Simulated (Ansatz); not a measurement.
# TaN (P-6m2): zone-centre modes under pressure, part 2 of 2

Aim: how do the optical modes of TaN (P-6m2) move with volume?

Ansatz 0.2.0; DFT LDA, scalar-relativistic, plane waves, PAW; PAW set soft_1.

So far, highest optical mode at the zone centre (no LO-TO term) (cm⁻¹): step 5 (modes at rest) 568; step 7 (volume ratio 1.06) 495.

### 8. Relaxation of a member: 0.9 times the volume at rest

The cell is set to 0.9 times the volume at rest, and shape and atoms relax at that volume.

Input file input.yaml:

```yaml
crystal:
  lattice:
    - [2.8008958742, 0.0, 0.0]
    - [-1.4004479371, 2.4256469804, 0.0]
    - [0.0, 0.0, 2.7637247183]
  atoms:
    - { symbol: "N", position: [0.6666666667, 0.3333333333, 0.0] }
    - { symbol: Ta, position: [0.0, 0.0, 0.5] }
kpoints:
  mp_grid: { grid: [18, 18, 16] }
hamiltonian:
  xc: lda
  pseudopotentials: { kind: paw, azcp: { folder: soft_1 }, xc_functional: pbe }
scf:
  occupations: { method: methfessel_paxton, width: 0.2 }
output:
  forces: true
  stress: true
  eigenvalues: true
relax:
  adjacent_minimum: "off"
  f_tol: 0.001
  max_steps: 60
  cell: { stress_tol: 0.01, fix: [volume] }
```

Command:

```console
ansatz run input.yaml --threads 4 --pin off --max-ram 10240MiB --backend cpu --events-out ev --progress --plain --runs-dir out
```

Numbers of over 12 decimals in the logs are rounded to 6 here.

The program printed:

```text
[...]
Crystal: 2 atoms, lattice volume = 18.777 Å³
Basis set: ecut = 420 eV, 393 PW (Γ)
Bands: 13, of which v1, the nominal top of the filled ones, is band 9 counted from 1 (8 counted from 0)
Symmetry: 12 space group operations
[...]
k-points: 333 of 5184 (time reversal used)
[...]
k-point 332: bands = [... 5 lower, 13.5165, 16.0031, 19.0925, 22.7623, 28.8003, 29.0718, 30.9870, 31.8336]
--- Relaxed structure (3 steps of the walk, 2 accepted, 1 SCFs on fresh bases) ---
[...]
cell:  # Å, volume = 18.7767 Å³
    - [2.799494, 0.0, 0]
    - [-1.399747, 2.424433, 0]
    - [0, 0.0, 2.766493]
  atoms:
    - { symbol: N, position: [0.666667, 0.333333, 0] }
    - { symbol: Ta, position: [-3.700743415524894e-17, 0, 0.5] }
[key lines of the parts left out:]
SCF converged after 4 iterations
Free energy (F): -10059.735319 eV
Fermi energy:    22.956941 eV
P = ⅓ Tr σ = 50.1159 GPa (501.159 kbar)
```

The job ended after 11 s (4 threads of Arm Neoverse V1, shared host; peak memory 0.41 GiB).

Step by step:

```csv
step,energy less that of the first step (eV),largest force component (eV/Å),pressure (GPa),volume (Å³)
1,0.0000,0.0000,50.17,18.78
2,0.0001,0.0000,50.04,18.78
3,-0.0001,0.0000,50.12,18.78
4*,-0.0001,0.0000,50.12,18.78
```

Relaxation steps marked * repeat the geometry before them on a plane-wave basis chosen anew for their cell, so energy and pressure can jump there. Relaxation step 2 was tried and not accepted.

Forces are held to the 12 operations that the run works with; a distortion that breaks them can't arise in this run.

```csv
"conventional cell, symmetrised",before,after,change
a (Å),2.801,2.799,-0.1 %
b (Å),2.801,2.799,-0.1 %
c (Å),2.764,2.766,+0.1 %
volume (Å³/atom),9.39,9.39,-0.0 %
```

Final coordinates:

```
N Ta
1.0
     2.79949    0.00000    0.00000
    -1.39975    2.42443    0.00000
     0.00000    0.00000    2.76649
N Ta
1 1
Cartesian
  1.3997 0.8081 0.0000
  0.0000 0.0000 1.3832
```

Numbers from this step:

| Property | Result |
| --- | --- |
| pressure | 50.12 GPa |
| volume per atom | 9.388 Å³ |

The forces vanish by symmetry, at a pressure of 50.12 GPa.

### 9. Modes of this member: 0.9 times the volume at rest

The zone-centre modes follow for 0.9 times the volume at rest.

input.yaml, the sections that differ from step 8:

```yaml
crystal:
  lattice:
    - [2.7994941954, 0.0, 0.0]
    - [-1.3997470977, 2.424433091, 0.0]
    - [0.0, 0.0, 2.7664929499]
  atoms:
    - { symbol: "N", position: [0.6666666667, 0.3333333333, 0.0] }
    - { symbol: Ta, position: [0.0, 0.0, 0.5] }
output:
  eigenvalues: true
phonons:
  method: dfpt
# kpoints, hamiltonian, scf: as in step 8
# relax: removed
```

The program printed:

```text
[...]
Crystal: 2 atoms, lattice volume = 18.777 Å³
Basis set: ecut = 420 eV, 393 PW (Γ), exchange–correlation on 40×40×40 points (8 copies of the dense FFT grid, shifted against one another)
Bands: 13, of which v1, the nominal top of the filled ones, is band 9 counted from 1 (8 counted from 0)
Symmetry: 12 space group operations
k-points: 819 of 5184 (irreducible under 4 space group operations, time reversal used)
[...]
k-point 2: bands = [... 5 lower, 17.2563, 18.0012, 18.0012, 20.6633, 25.5175, 25.5175, 26.8659, 28.7017]
  k-point 818: bands = [... 5 lower, 14.3294, 15.6318, 18.7103, 21.9893, 28.1631, 28.9494, 30.3342, 31.3581]
[...]
ASR residual: 1.049e-4 → 0.000e0 eV/Å²; symmetrization residual: 2.738e-6 eV/Å²
  ASR residual per site (eV/Å²): 1.05e-4 6.26e-5
  Γ frequencies (cm⁻¹): 0.00 0.00 0.00 634.35 634.35 703.22
[...]
[key lines of the parts left out:]
SCF converged after 8 iterations
Free energy (F): -10059.735320 eV
Fermi energy:    22.956940 eV
```

Elapsed: 27 s, on 4 threads; peak memory 0.84 GiB.

This step gave:

- sum-rule residual before enforcement: 1.05e-4 eV/Å²
- highest optical mode at the zone centre (no LO-TO term): 703.2 cm⁻¹
- lowest optical zone-centre mode: 634.4 cm⁻¹

Patterns of degenerate modes are one choice out of their space. Modes at Γ, with each element's share of the kinetic energy:

```csv
mode,frequency (cm⁻¹),symmetry,N %,Ta %
1,0.0,acoustic,7,93
2,0.0,acoustic,7,93
3,0.0,acoustic,7,93
4,634.4,E',93,7
5,634.4,E',93,7
6,703.2,A2'',93,7
```

Displacements in mode 4 (634.4 cm⁻¹), the largest set to 1:
```
N1   0.00  1.00  0.00
Ta2  0.00 -0.08  0.00
```

Displacements in mode 6 (703.2 cm⁻¹), the largest set to 1:
```
N1   0.00  0.00  1.00
Ta2  0.00  0.00 -0.08
```

The lowest optical mode is real, 634 cm⁻¹, and the highest lies at 703.2 cm⁻¹.

For the highest optical mode at the zone centre (no LO-TO term), step 5 gave 568 cm⁻¹; this run, with volume ratio 0.9, gives 703 cm⁻¹ (+24 %).

### 10. All members side by side

The members are set side by side, also those not shown above.

Each row is one cell with its response, relaxed at fixed volume as far as symmetry leaves anything free; energies are extrapolated to zero smearing, and E0 is that at rest; shape and atoms are relaxed in each cell where symmetry leaves them free; all runs use 18×18×16 k points and Methfessel-Paxton smearing of 0.2 eV. State of the crystal along the series:

```csv
volume ratio,V (Å³/atom),pressure (GPa),E - E0 (meV/atom),first cell vector (Å),third cell vector (Å)
0.9,9.388,50.12,148.9,2.8,2.767
0.92,9.597,37.87,91.74,2.821,2.784
0.94,9.806,26.86,49.69,2.843,2.801
0.96,10.01,16.95,21.28,2.865,2.818
0.98,10.22,8.029,5.12,2.886,2.835
0.99,10.33,3.908,1.258,2.896,2.844
1,10.43,-7.72e-4,0,2.906,2.852
1.02,10.64,-7.223,4.797,2.927,2.868
1.04,10.85,-13.71,18.52,2.947,2.884
1.06,11.06,-19.55,40.25,2.967,2.9
```

Each mode is tracked from rest by its pattern, and modes that stay within 0.3 cm⁻¹ of each other stand once; shape and atoms are relaxed in each cell where symmetry leaves them free; all runs use 18×18×16 k points and Methfessel-Paxton smearing of 0.2 eV. Optical modes along the series:

```csv
V (Å³/atom),mode 4 E' (cm⁻¹),mode 6 A2'' (cm⁻¹)
9.388,634.4,703.2
9.597,615.2,674.5
9.806,596.8,646.7
10.01,579.1,619.6
10.22,561.5,593.4
10.33,552.7,580.6
10.43,543.7,567.9
10.64,525.9,543
10.85,508.1,518.8
11.06,490.9,495.1
```

From cubic fits (parabolas where under five rows exist) of ln ω and P against ln V through the rows within about 4 % of rest: γ = −d ln ω / d ln V and dω/dP = γ ω / B. Slopes at rest:

```csv
mode,fitted frequency at rest (cm⁻¹),Grüneisen parameter γ,dω/dP (cm⁻¹/GPa)
mode 4 E',543.7,1.64,2.35
mode 6 A2'',567.8,2.22,3.31
```

### 11. Outcome

```json
{"members": "10", "highest optical mode at the zone centre (no LO-TO term), at rest": "567.9 cm⁻¹", "bulk modulus at rest": "381 GPa", "mode 4 E', γ": "1.64", "mode 6 A2'', γ": "2.22"}
```

The series spans -19.5 to 50.1 GPa, and the slope at rest gives a bulk modulus of 381 GPa. Among the modes in the table of slopes γ runs from 1.64 (mode 4 E') to 2.22 (mode 6 A2''). One k mesh and one cutoff serve the ground states and modes of all volumes. These are harmonic frequencies at zero temperature: anharmonic shifts, linewidths and thermal expansion are left out. Spin-orbit coupling is left out, which can matter for the heavy elements here. With no gap, or one that is small against the smearing, the frequencies hang on the k mesh and the smearing, most of all near Kohn anomalies. The PAW files were made for PBE; the program adapts parts of them to the functional of the run, but their partial waves stay those of PBE, an approximation that was not tested in this session. Only the zone centre was solved, so an instability at another wavevector cannot show here.

[Logs are printed without paths, hosts, clocks, repeated set-up lines and the standing remarks that a program may print on its own settings, such as how far it seeks lower states.]

[Hosts, paths, dates, database ids (printed as entryN), source tags and the programs' standing remarks are cut or masked in the printed files.]
